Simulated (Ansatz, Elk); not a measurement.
**Bonding as seen by X-rays: LaBe4Si**

Structure refinements treat a crystal as free atoms side by side. For a made-up structure of LaBe4Si (cell and positions from a PBE relaxation) the runs below show what the calculated density changes in F(hkl).

Method: DFT, PBE, all-electron APW+lo, Dirac cores, scalar-relativistic bands, static density, no spin, in Elk 11.2.3 (patched build).

This account leaves out most program logs.

The structure was built from a prototype and need not be the compound's stable phase.

### 1. The structure

The structure is orthorhombic, space group Cmmm (No. 65). Conventional cell: a = 4.825 Å, b = 9.100 Å, c = 3.733 Å, α = 90.00°, β = 90.00°, γ = 90.00°. La has 6 Be at 2.80 to 2.98 Å and 4 Si at 3.05 Å nearest. Nearest to Si lie 8 Be at 2.56 to 2.58 Å and 4 La at 3.05 Å. Nearest to Be lie 6 Be at 2.28 to 2.41 Å and 2 Si at 2.58 Å. Nearest to Be lie 6 Be at 2.28 to 2.63 Å and 2 Si at 2.56 Å and 3 La at 2.80 to 2.98 Å. Farther neighbours are not listed.

### 2. Ground state and structure factors

An all-electron density is needed, since X-rays see the cores too. Task 0 finds the density and task 195 Fourier-transforms it; tshift is off so that phases refer to the origin typed.

File elk.in:

```
tasks
  0
  195

xctype
  20

spinpol
  .false.

rgkmax
  7.0

gmaxvr
  14.0

lmaxo
  7

lmaxapw
  8

swidth
  0.002

tshift
  .false.

ramdisk
  .false.

hmaxvr
  5.5

maxscl
  120

epspot
  1e-06

sppath
  './'

avec
  4.55910776185 -8.59825402093 0.00000000000
  4.55910776185 8.59825402093 0.00000000000
  0.00000000000 0.00000000000 7.05453315801

atoms
  3
  'La.in'
  1
  -0.0000000000 -0.0000000000 0.0000000000   0.000000 0.000000 0.000000
  'Si.in'
  1
  0.5000000000 0.5000000000 0.5000000000   0.000000 0.000000 0.000000
  'Be.in'
  4
  0.0000000000 0.5000000000 0.5000000000   0.000000 0.000000 0.000000
  0.5000000000 0.0000000000 0.5000000000   0.000000 0.000000 0.000000
  0.6925710322 0.3074289678 0.0000000000   0.000000 0.000000 0.000000
  0.3074289678 0.6925710322 0.0000000000   0.000000 0.000000 0.000000

ngridk
  5 5 6
```

Run with:

```console
$ OMP_NUM_THREADS=4 elk
```

Wall time 24 s (4 threads of Arm Neoverse V2, shared host); peak memory 0.19 GiB.

SFACRHO.OUT:

```text

h k l indices transformed by vhmat matrix:
   1.000000000       0.000000000       0.000000000    
   0.000000000       1.000000000       0.000000000    
   0.000000000       0.000000000       1.000000000    

      h      k      l  multipl.   |H|            Re(F)            Im(F)           |F|

      0      0      0      1   0.0000000       86.999999     -0.18183190E-17   86.999999    
      1     -1      0      2  0.73075130       52.647776      -0.0000000       52.647776    
      0     -1      0      4  0.77995604       37.133694     -0.14391628E-14   37.133694    
      0      0      1      2  0.89065926       38.413113      0.13856228E-14   38.413113    
     -1      1      1      4   1.1520726       37.815243      0.71958139E-15   37.815243    
     -1      0      1      8   1.1838941       55.198058      0.26384651E-14   55.198058    
      1     -2      0      4   1.2947302       39.488070      0.28783256E-14   39.488070    
      1      1      0      2   1.3781612       54.160836     -0.75621833E-15   54.160836    
      2     -2      0      2   1.4615026       57.948571      0.23986046E-15   57.948571    
      2      0      0      4   1.5599121       52.913842     -0.40776279E-14   52.913842    
      2     -1      1      8   1.5714962       55.285195      0.47972093E-15   55.285195    
     -1     -1      1      4   1.6409150       40.840089     -0.16707679E-14   40.840089    
     -2      2      1      4   1.7115092       29.809375      0.14391628E-14   29.809375    
      0      0      2      2   1.7813185       56.508878     -0.27495581E-14   56.508878    
      2      0     -1      8   1.7962738       26.375332     -0.47972093E-15   26.375332    
      1     -1     -2      4   1.9253813       42.194671      0.21587442E-14   42.194671    
      0     -1      2      8   1.9445892       30.228390     -0.31181860E-14   30.228390    
     -2      3      0      4   1.9525154       28.027514      0.22786744E-14   28.027514
```

Elk indexes on the primitive cell of elk.in and gives |H| = 4π sin θ/λ in inverse bohr. Below, one row stands for each form hkl of the conventional cell (m members, Friedel mates merged), F is for one primitive cell and the density is static (no thermal factor). Free-atom factors are Waasmaier and Kirfel's, and R is Σm||F|−|F'||/Σm|F|.

```
hkl  m  sin θ/λ (Å⁻¹)  abs F, DFT  neutral atoms   diff.
020  2          0.110      52.648         52.854  -0.207
110  4          0.117      37.134         37.112  +0.021
001  2          0.134      38.413         38.428  -0.015
021  4          0.173      37.815         37.877  -0.062
111  8          0.178      55.198         55.215  -0.017
130  4          0.195      39.488         39.487  +0.001
200  2          0.207      54.161         54.291  -0.131
040  2          0.220      57.949         57.669  +0.280
220  4          0.235      52.914         53.039  -0.125
131  8          0.236      55.285         55.281  +0.004
201  4          0.247      40.840         40.709  +0.132
041  4          0.257      29.809         29.714  +0.096
002  2          0.268      56.509         56.700  -0.192
221  8          0.270      26.375         26.097  +0.278
022  4          0.289      42.195         42.105  +0.090
112  8          0.292      30.228         30.078  +0.151
150  4          0.294      28.027         27.912  +0.115
240  4          0.302      44.309         44.334  -0.025
310  4          0.316      29.234         29.127  +0.107
151  8          0.323      42.743         42.767  -0.023
060  2          0.330      44.050         44.109  -0.058
241  8          0.330      33.424         33.388  +0.036
```

### 3. The highest occupied states alone

An energy window below the Fermi level keeps the highest occupied states, to see at which angles they scatter; shallow core shells can lie inside it and anion s states outside. No new self-consistency is needed.

elk.in: that of step 2 with these lines changed.

```diff
@@ -1,3 +1,2 @@
 tasks
-  0
   195
@@ -40,2 +39,5 @@
 
+wsfac
+  -0.251030 0.600210
+
 sppath
```

Run with:

```console
$ OMP_NUM_THREADS=4 elk
```

Run time: 8.2 s. Hardware: 4 threads; peak memory 0.17 GiB.

States within 15 eV below the Fermi level hold 15.00 electrons; any levels below the window count with the cores. Their amplitudes can exceed the total, where window and core parts have opposite phase:

```csv
hkl,sin θ/λ (Å⁻¹),"abs F, window","abs F, all"
020,0.110,0.788,52.648
110,0.117,1.877,37.134
001,0.134,1.145,38.413
021,0.173,0.475,37.815
111,0.178,0.761,55.198
130,0.195,0.049,39.488
200,0.207,0.485,54.161
040,0.220,0.976,57.949
220,0.235,0.241,52.914
131,0.236,0.415,55.285
```

### 4. Another functional

The difference from free atoms is small, so it is set against the change that LDA (Perdew-Wang) makes.

elk.in: that of step 3 with these lines changed.

```diff
@@ -1,2 +1,3 @@
 tasks
+  0
   195
@@ -4,3 +5,3 @@
 xctype
-  20
+  3
 
@@ -39,5 +40,2 @@
 
-wsfac
-  -0.251030 0.600210
-
 sppath
```

Run with:

```console
$ OMP_NUM_THREADS=4 elk
```

Run time: 16 s. Hardware: 4 threads; peak memory 0.17 GiB; 49 s of CPU time.

Against the first run R = 0.06 %; the largest change is -0.066 at 004.

### 5. Basis size

A smaller basis shows how fast F responds to it; the change is likely larger than the basis error of the first run, but doesn't show convergence.

elk.in: that of step 4 with these lines changed.

```diff
@@ -5,3 +5,3 @@
 xctype
-  3
+  20
 
@@ -11,3 +11,3 @@
 rgkmax
-  7.0
+  5.5
```

Run with:

```console
$ OMP_NUM_THREADS=4 elk
```

Run time: 18 s. Hardware: 4 threads; peak memory 0.17 GiB.

Against the first run R = 0.01 %; the largest change is +0.009 at 152.

### 6. Settings against the effect

```
              run  R against the first run (%)  R against neutral atoms, low angle (%)  wall time
    PBE, rgkmax 7                         0.00                                    0.25       24 s
LDA (Perdew-Wang)                         0.06                                    0.24       16 s
       rgkmax 5.5                         0.01                                    0.26       18 s
```

### 7. Summary of results

```json
{
 "R against neutral atoms, sin θ/λ < 0.3 Å⁻¹": "0.25 %",
 "R against neutral atoms, 0.3 to 0.68 Å⁻¹": "0.12 %"
}
```

What this shows: Independent neutral atoms miss the calculated amplitudes by R = 0.25 % below 0.3 Å⁻¹ and 0.12 % from there to 0.68 Å⁻¹; by shells, 0.16 % below 0.15 Å⁻¹ (3 forms), 0.26 % 0.15 to 0.3 (14 forms), 0.05 % 0.3 to 0.45 (33 forms), 0.14 % above 0.45 (99 forms). Bonding, aspherical density and the tables' own atoms all enter these figures, and the runs don't part them. The largest change of an amplitude is +0.28 electrons, at 040. The window's part falls from 15.0 electrons at the origin to at most 0.17 between 0.45 and 0.68 Å⁻¹. Below 0.3 Å⁻¹ the changes that finished (LDA (Perdew-Wang) and rgkmax 5.5) move F by R = 0.02 % at most, against the 0.25 % that separates it from free atoms. The k-mesh has no finished test. Part of the difference isn't bonding: the tables are fits to free atoms and ions calculated by other methods than this functional. Thermal motion, anomalous dispersion and extinction are left out.

[Logs are printed without paths, hosts, clocks, repeated set-up lines and the standing remarks that a program may print on its own settings, such as how far it seeks lower states.]

[Hosts, paths, dates, database ids (printed as entryN), source tags and the programs' standing remarks are cut or masked in the printed files.]
